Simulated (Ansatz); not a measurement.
# NaMgF3 (Neighborite, Pm-3m): following an unstable mode, part 2 of 3

Which phase does NaMgF3 (Neighborite, Pm-3m) fall into along its unstable mode, and how much energy does it gain?

Ansatz 0.2.0; DFT PBEsol, scalar-relativistic, plane waves, PAW; PAW set soft_1.

So far, highest frequency on the path or at a solved wavevector (cm⁻¹): step 2 (response at finite wavevector) 624. Also lowest frequency on the path (cm⁻¹): step 2 -123.

The database entry behind the starting cell lists a temperature of 1273 K, so it need not match the best structure at ambient conditions.

### 4. The mode frozen in, largest atomic shift 0.45 Å

The atoms are moved along the unstable eigenvector, the largest shift by 0.45 Å, with the cell fixed.

input.yaml reads:

```yaml
crystal:
  lattice:
    - [3.9078370852, 3.9078370852, 0.0]
    - [3.9078370852, 0.0, 3.9078370852]
    - [3.9078370852, 0.0, -3.9078370852]
  atoms:
    - { symbol: Na, position: [0.0, 0.5, 0.5] }
    - { symbol: Na, position: [0.0, 0.0, 0.0] }
    - { symbol: Mg, position: [0.5, 0.25, 0.75] }
    - { symbol: Mg, position: [0.5, 0.75, 0.25] }
    - { symbol: F, position: [0.5814256185, 0.0, 1.0] }
    - { symbol: F, position: [0.4185743815, 0.5, 0.5] }
    - { symbol: F, position: [0.4185743815, 0.5814256185, 0.0] }
    - { symbol: F, position: [0.5814256185, -0.0814256185, 0.5] }
    - { symbol: F, position: [0.0, 0.0814256185, 0.5] }
    - { symbol: F, position: [0.0, 0.4185743815, 0.0] }
kpoints:
  mp_grid: { grid: [6, 6, 6] }
hamiltonian:
  xc: pbesol
  pseudopotentials: { kind: paw, azcp: { folder: soft_1 }, xc_functional: pbe }
scf:
  occupations: { method: gaussian, width: 0.02 }
output:
  forces: true
  stress: true
  eigenvalues: true
```

Run with:

```sh
$ ansatz run input.yaml --threads 4 --pin off --max-ram 10240MiB --backend cpu --events-out ev --progress --plain --runs-dir out
```

Numbers of over 12 decimals in the logs are rounded to 6 here.

What it wrote:

```text
[...]
Crystal: 10 atoms, lattice volume = 119.355 Å³
Basis set: ecut = 420 eV, 2277 PW (Γ), exchange–correlation on 80×80×80 points (8 copies of the dense FFT grid, shifted against one another)
Bands: 50, of which v1, the nominal top of the filled ones, is band 40 counted from 1 (39 counted from 0)
Symmetry: 12 space group operations
[...]
k-points: 32 of 216
[...]
k-point 0: bands = [... 36 lower, 1.0561, 1.2353, 1.3265, 1.3265, 7.7282, 13.1430, 13.7253, 14.3961, ... 5 higher]
  k-point 1: bands = [... 36 lower, 1.0321, 1.0358, 1.2754, 1.2754, 8.0910, 12.7415, 13.5212, 14.1351, ... 5 higher]
  k-point 2: bands = [... 36 lower, 1.0320, 1.0320, 1.1590, 1.1590, 9.0206, 11.5532, 13.8254, 14.0590, ... 5 higher]
  k-point 31: bands = [... 36 lower, 1.0268, 1.0268, 1.1594, 1.1594, 10.8503, 10.8503, 12.3316, 12.3316, ... 5 higher]
[key lines of the parts left out:]
SCF converged after 8 iterations
Free energy (F): -11593.923707 eV
Fermi energy:    4.527412 eV
P = ⅓ Tr σ = -2.6335 GPa (-26.335 kbar)
```

Wall time 2.1 s (4 threads of Intel Xeon Platinum 8488C (Sapphire Rapids), shared host); peak memory 0.64 GiB.

This step gave:

```yaml
pressure: -2.633 GPa
gap_on_the_k_mesh: 6.402 eV
energy_from_the_undistorted_cell: -30.50 meV/atom
```

The energy, extrapolated to zero smearing, is -30.50 meV/atom against the undistorted cell.

The run ends at a pressure of -2.63 GPa, with forces up to 0.014 eV/Å.

### 5. Energy along the mode, all amplitudes (two of the runs are shown above)

An imaginary frequency means negative curvature, so the energy should fall and then rise again as anharmonic terms take over.

This step gave:

```yaml
depth_at_the_lowest_point_sampled: 30.50 meV/atom
largest_atomic_shift_at_that_point: 0.45 Å
```

Table of energy from the parent by largest atomic shift:

```
largest atomic shift (Å)  energy from the parent (meV/atom)
                   0.000                                  0
                   0.040                             -0.504
                   0.080                              -1.99
                   0.140                              -5.87
                   0.220                              -13.3
                   0.320                              -23.6
                   0.450                              -30.5
                   0.600                              -9.71
```

Displacement at unit largest shift by atom:

```
atom   x (Å)   y (Å)   z (Å)   size
 Na1   0.000   0.000   0.000  0.000
 Na2   0.000   0.000   0.000  0.000
 Mg3   0.000   0.000   0.000  0.000
 Mg4   0.000   0.000   0.000  0.000
  F5   0.707   0.707   0.000  1.000
  F6  -0.707  -0.707   0.000  1.000
  F7   0.000  -0.707   0.707  1.000
  F8   0.000   0.707  -0.707  1.000
  F9   0.707   0.000   0.707  1.000
 F10  -0.707   0.000  -0.707  1.000
```

The lowest of the steps tried is at 0.45 Å, 30.5 meV/atom below the parent; the bottom of the well need not coincide with a step.

### 6. Relaxation from the frozen mode

Starting from the lowest point found, all atoms and the cell are let go, so that strain and other modes of the same symmetry can join in.

input.yaml: that of step 4 with these lines changed.

```diff
@@ -22,3 +22,3 @@
 scf:
-  occupations: { method: gaussian, width: 0.02 }
+  occupations: { method: fixed }
 output:
@@ -27 +27,6 @@
   eigenvalues: true
+relax:
+  adjacent_minimum: "off"
+  f_tol: 0.002
+  max_steps: 120
+  cell: { stress_tol: 0.03 }
```

What it wrote:

```text
[...]
Crystal: 10 atoms, lattice volume = 119.355 Å³
Basis set: ecut = 420 eV, 2277 PW (Γ), exchange–correlation on 80×80×80 points (8 copies of the dense FFT grid, shifted against one another)
Bands: 50, of which v1, the nominal top of the filled ones, is band 40 counted from 1 (39 counted from 0)
Symmetry: 12 space group operations
[...]
k-points: 32 of 216
[...]
SCF iter   1: F=—  HF=-11601.154516 eV  |F-HF|=—  |Δ(HF+E_count)|=         —  Δρ=1.53e-1  dr2=1.90e1  ethr=3.10e-3  ⟨swp⟩=4.9  Hψ=5779  notcnv=0  defer=249
[...]
SCF iter   8: F=-11593.923707 eV  HF=-11593.923707 eV  |F-HF|=1.20e-8  |Δ(HF+E_count)|=   4.27e-7  Δρ=8.01e-6  dr2=4.02e-8  ethr=1.25e-10  ⟨swp⟩=12.4  Hψ=9054  notcnv=0
SCF 1 converged in 8 iterations: F = -11593.923707 eV  dr2 = 4.02e-8
[...]
relax step   1: F+E_penalty+E_count = -11593.92370661 eV  Δ(F+E_penalty+E_count) = +0.000e0 eV  max|allowed force component| = 1.005e-2 eV/Å  Δτ_max = 0.0000 Å  P = -2.633 GPa  Ω = 119.355 Å³  (8 SCF iters, dr2 threshold 1.00e-7 eV, accepted)
Crystal: 10 atoms, lattice volume = 117.741 Å³
[...]
iter 1 solved again at ethr=1.80e-6 eV; its pass at ethr=3.10e-3 eV (dr2=1.44e-3 eV) is discarded
[...]
SCF iter   5: F=-11593.949646 eV  HF=-11593.949646 eV  |F-HF|=3.06e-7  |Δ(HF+E_count)|=   2.00e-7  Δρ=2.14e-5  dr2=2.52e-7  ethr=1.25e-9  ⟨swp⟩=9.6  Hψ=7833  notcnv=0
SCF 2 converged in 5 iterations: F = -11593.949646 eV  dr2 = 2.52e-7
relax step   2: F+E_penalty+E_count = -11593.94964604 eV  Δ(F+E_penalty+E_count) = -2.594e-2 eV  max|allowed force component| = 3.427e-3 eV/Å  Δτ_max = 0.0008 Å  P = -1.630 GPa  Ω = 117.741 Å³  energy of the carried Pulay correction = +3.597e-3 eV  (5 SCF iters, dr2 threshold 1.00e-6 eV, accepted)
Crystal: 10 atoms, lattice volume = 115.176 Å³
Basis set: ecut = 420 eV, 2229 PW (Γ), exchange–correlation on 80×80×80 points (8 copies of the dense FFT grid, shifted against one another)
[...]
SCF iter   5: F=-11593.968520 eV  HF=-11593.968520 eV  |F-HF|=7.61e-7  |Δ(HF+E_count)|=   7.96e-7  Δρ=3.46e-5  dr2=6.20e-7  ethr=1.25e-9  ⟨swp⟩=8.5  Hψ=8349  notcnv=0
SCF 3 converged in 5 iterations: F = -11593.968520 eV  dr2 = 6.20e-7
relax step   3: F+E_penalty+E_count = -11593.96852045 eV  Δ(F+E_penalty+E_count) = -1.887e-2 eV  max|allowed force component| = 4.181e-3 eV/Å  Δτ_max = 0.0031 Å  P = +0.088 GPa  Ω = 115.176 Å³  energy of the carried Pulay correction = +9.419e-3 eV  (5 SCF iters, dr2 threshold 1.00e-6 eV, accepted)
[...]
relax step   4: F+E_penalty+E_count = -11593.96831694 eV  Δ(F+E_penalty+E_count) = +2.035e-4 eV  max|allowed force component| = 2.327e-3 eV/Å  Δτ_max = 0.0008 Å  P = +0.001 GPa  Ω = 115.288 Å³  energy of the carried Pulay correction = +9.162e-3 eV  (5 SCF iters, dr2 threshold 2.27e-8 eV, accepted)
[...]
relax step   5: F+E_penalty+E_count = -11593.96835760 eV  Δ(F+E_penalty+E_count) = -4.066e-5 eV  max|allowed force component| = 2.678e-5 eV/Å  Δτ_max = 0.0014 Å  P = -0.000 GPa  Ω = 115.276 Å³  energy of the carried Pulay correction = +9.189e-3 eV  (6 SCF iters, dr2 threshold 3.38e-10 eV, accepted)
[...]
relax step   6: F+E_penalty+E_count = -11593.96110347 eV  Δ(F+E_penalty+E_count) = +7.254e-3 eV  max|allowed force component| = 9.751e-5 eV/Å  Δτ_max = 0.0000 Å  P = -0.147 GPa  Ω = 115.276 Å³  stress off target by 1.57e-1 GPa  SCF on the basis re-selected at this cell (its energy is not comparable with the rows above)  (5 SCF iters)
[...]
relax step   7: F+E_penalty+E_count = -11593.96169499 eV  Δ(F+E_penalty+E_count) = -5.915e-4 eV  max|allowed force component| = 5.078e-5 eV/Å  Δτ_max = 0.0007 Å  P = -0.003 GPa  Ω = 115.062 Å³  energy of the carried Pulay correction = +4.906e-4 eV  (5 SCF iters, dr2 threshold 6.13e-8 eV, accepted)
[...]
SCF iter   5: F=-11593.961196 eV  HF=-11593.961196 eV  |F-HF|=3.64e-12  |Δ(HF+E_count)|=  5.46e-11  Δρ=8.34e-8  dr2=4.75e-12  ethr=1.00e-12  ⟨swp⟩=11.4  Hψ=8294  notcnv=0
SCF 8 converged in 5 iterations: F = -11593.961196 eV  dr2 = 4.75e-12
relax step   8: F+E_penalty+E_count = -11593.96119595 eV  Δ(F+E_penalty+E_count) = +4.990e-4 eV  max|allowed force component| = 5.742e-5 eV/Å  Δτ_max = 0.0000 Å  P = -0.008 GPa  Ω = 115.062 Å³  stress off target by 1.00e-2 GPa  SCF on the basis re-selected at this cell (its energy is not comparable with the rows above)  (5 SCF iters)
[...]
SCF converged after 5 iterations
Free energy (F): -11593.961196 eV
[...]
Internal energy: -11593.961196 eV  (E = F + TS)
E sigma→0 (E₀):  -11593.961196 eV
Fermi energy:    1.619800 eV
[...]
--- Forces (eV/Å), atoms counted from 1 ---
  atom   1  Na    -0.00000000    -0.00000000     0.00000000
  atom   2  Na     0.00000000     0.00000000    -0.00000000
  atom   3  Mg    -0.00000000     0.00000000     0.00000000
  atom   4  Mg     0.00000000    -0.00000000    -0.00000000
  atom   5  F      0.00005742     0.00005742     0.00000000
  atom   6  F     -0.00005742    -0.00005742    -0.00000000
  atom   7  F      0.00000000    -0.00005742     0.00005742
  atom   8  F     -0.00000000     0.00005742    -0.00005742
  atom   9  F      0.00005742     0.00000000     0.00005742
  atom  10  F     -0.00005742    -0.00000000    -0.00005742
  max |Σ_I F_I| component: 1.18e-18 eV/Å
--- Stress (GPa, compression-positive) ---
       -0.008224      -0.001792      -0.001792
       -0.001792      -0.008224       0.001792
       -0.001792       0.001792      -0.008224
  P = ⅓ Tr σ = -0.0082 GPa (-0.082 kbar)
--- Band table (eV; the first three rows and the last of 32) ---
  k-point 0: bands = [... 36 lower, 1.3521, 1.5334, 1.6198, 1.6198, 8.2451, 13.7124, 14.2977, 14.9720, ... 6 higher]
  k-point 1: bands = [... 36 lower, 1.3367, 1.3367, 1.5694, 1.5694, 8.6145, 13.3016, 14.1249, 14.7056, ... 6 higher]
  k-point 2: bands = [... 36 lower, 1.3321, 1.3321, 1.4545, 1.4545, 9.5598, 12.1178, 14.4551, 14.6291, ... 6 higher]
  k-point 31: bands = [... 36 lower, 1.3102, 1.3102, 1.4488, 1.4488, 11.4260, 11.4260, 12.9183, 12.9183, ... 6 higher]
--- Relaxed structure (6 steps of the walk, 6 accepted, 2 SCFs on fresh bases) ---
  F+E_penalty+E_count = -11593.96119595 eV   max|allowed force component| = 5.742e-5 eV/Å   (the final SCF, on the basis selected at the relaxed cell)
  cell:  # Å, volume = 115.0615 Å³
    - [3.853102, 3.853102, 7.806255641895632e-18]
    - [3.853102, 3.469446951953614e-18, 3.853102]
    - [3.867745, -0.014642, -3.867745]
  atoms:
    - { symbol: Na, position: [-3.798942768435537e-19, 0.500000, 0.5] }
    - { symbol: Na, position: [0, 0, 0] }
    - { symbol: Mg, position: [0.5, 0.25, 0.75] }
    - { symbol: Mg, position: [0.5, 0.750000, 0.250000] }
    - { symbol: F, position: [0.582658, 0.0, 1.0] }
    - { symbol: F, position: [0.417342, 0.500000, 0.500000] }
    - { symbol: F, position: [0.417342, 0.582658, -5.551115123125783e-17] }
    - { symbol: F, position: [0.582658, -0.082658, 0.5] }
    - { symbol: F, position: [-3.2526065174565133e-19, 0.082658, 0.5] }
    - { symbol: F, position: [0.0, 0.417342, 0.0] }
```

Run time: 14 s. Hardware: 4 threads; peak memory 0.67 GiB.

The steps of the relaxation:

```
step  energy less that of the first step (eV)  largest force component (eV/Å)  pressure (GPa)  volume (Å³)
   1                                   0.0000                          0.0101           -2.63       119.35
   2                                  -0.0259                          0.0034           -1.63       117.74
   3                                  -0.0448                          0.0042            0.09       115.18
   4                                  -0.0446                          0.0023            0.00       115.29
   5                                  -0.0447                          0.0000            0.00       115.28
  6*                                  -0.0374                          0.0001           -0.15       115.28
   7                                  -0.0380                          0.0001            0.00       115.06
  8*                                  -0.0375                          0.0001           -0.01       115.06
```

Relaxation steps marked * repeat the geometry before them on a plane-wave basis chosen anew for their cell, so energy and pressure can jump there.

The run keeps the 12 symmetry operations that it works with, so distortions that break them were not tested.

```
conventional cell, symmetrised  before   after  change
                         a (Å)   5.527   5.449  -1.4 %
                         b (Å)   5.527   5.449  -1.4 %
                         c (Å)  13.537  13.424  -0.8 %
              volume (Å³/atom)   11.94   11.51  -3.6 %
```

Final coordinates:

```cif
data_structure
_symmetry_space_group_name_H-M 'P 1'
_symmetry_Int_Tables_number 1
_cell_length_a 5.4491
_cell_length_b 5.4491
_cell_length_c 5.4698
_cell_angle_alpha 90.000
_cell_angle_beta 60.125
_cell_angle_gamma 60.000
_cell_volume 115.06
loop_
_atom_site_label
_atom_site_type_symbol
_atom_site_fract_x
_atom_site_fract_y
_atom_site_fract_z
_atom_site_occupancy
Na1 Na 0.00000 0.50000 0.50000 1
Na2 Na 0.00000 0.00000 0.00000 1
Mg3 Mg 0.50000 0.25000 0.75000 1
Mg4 Mg 0.50000 0.75000 0.25000 1
F5 F 0.58266 0.00000 0.00000 1
F6 F 0.41734 0.50000 0.50000 1
F7 F 0.41734 0.58266 0.00000 1
F8 F 0.58266 0.91734 0.50000 1
F9 F 0.00000 0.08266 0.50000 1
F10 F 0.00000 0.41734 0.00000 1
```

This step gave:

- pressure: -0.008224 GPa
- gap on the k-mesh: 6.625 eV
- volume per atom: 11.51 Å³

The distorted start has space group R-3c; the relaxation ends in R-3c.

### 7. The new phase in its own primitive cell

The relaxed structure is symmetrised, reduced to its primitive cell and relaxed tightly, as its phonons need.

input.yaml, the sections that differ from step 6:

```yaml
crystal:
  lattice:
    - [2.7245548869, 1.5730224974, 4.474540547]
    - [-2.7245548869, 1.5730224974, 4.474540547]
    - [0.0, -3.1460449947, 4.474540547]
  atoms:
    - { symbol: Na, position: [0.25, 0.25, 0.25] }
    - { symbol: Na, position: [0.75, 0.75, 0.75] }
    - { symbol: Mg, position: [0.5, 0.5, 0.5] }
    - { symbol: Mg, position: [0.0, 0.0, 0.0] }
    - { symbol: F, position: [0.3326583, 0.75, 0.1673417] }
    - { symbol: F, position: [0.6673417, 0.25, 0.8326583] }
    - { symbol: F, position: [0.75, 0.1673417, 0.3326583] }
    - { symbol: F, position: [0.25, 0.8326583, 0.6673417] }
    - { symbol: F, position: [0.8326583, 0.6673417, 0.25] }
    - { symbol: F, position: [0.1673417, 0.3326583, 0.75] }
relax:
  adjacent_minimum: "off"
  f_tol: 0.001
  max_steps: 60
  cell: { stress_tol: 0.01 }
# kpoints, hamiltonian, scf, output: as in step 6
```

What it wrote:

```text
[...]
Crystal: 10 atoms, lattice volume = 115.062 Å³
Basis set: ecut = 420 eV, 2229 PW (Γ), exchange–correlation on 80×80×80 points (8 copies of the dense FFT grid, shifted against one another)
Bands: 50, of which v1, the nominal top of the filled ones, is band 40 counted from 1 (39 counted from 0)
Symmetry: 12 space group operations
[...]
k-points: 32 of 216
[...]
- { symbol: Na, position: [0.75, 0.75, 0.750000] }
    - { symbol: Mg, position: [0.5, 0.5, 0.500000] }
    - { symbol: Mg, position: [0, 0, 0] }
    - { symbol: F, position: [0.332659, 0.75, 0.167341] }
    - { symbol: F, position: [0.667341, 0.250000, 0.832659] }
    - { symbol: F, position: [0.75, 0.167341, 0.332659] }
    - { symbol: F, position: [0.250000, 0.832659, 0.667341] }
    - { symbol: F, position: [0.832659, 0.667341, 0.250000] }
    - { symbol: F, position: [0.167341, 0.332659, 0.75] }
[key lines of the parts left out:]
SCF converged after 6 iterations
Free energy (F): -11593.961206 eV
Fermi energy:    1.620085 eV
P = ⅓ Tr σ = -0.0053 GPa (-0.053 kbar)
```

Run time: 7.3 s. Hardware: 4 threads; peak memory 0.65 GiB.

Little changed from the start: no atom moved by 0.005 Å and no cell edge by 0.1 %.

This step gave:

```yaml
pressure: -0.005282 GPa
gap_on_the_k_mesh: 6.626 eV
direct_gap_on_mesh: 6.626 eV
```

The largest force component left is 0.091 meV/Å and the pressure is -0.005 GPa, within the tolerances set. The cell now holds 11.51 Å³/atom.

(Continued in part 3 of 3.)

[Logs are printed without paths, hosts, clocks, repeated set-up lines and the standing remarks that a program may print on its own settings, such as how far it seeks lower states.]

[Hosts, paths, dates, database ids (printed as entryN), source tags and the programs' standing remarks are cut or masked in the printed files.]
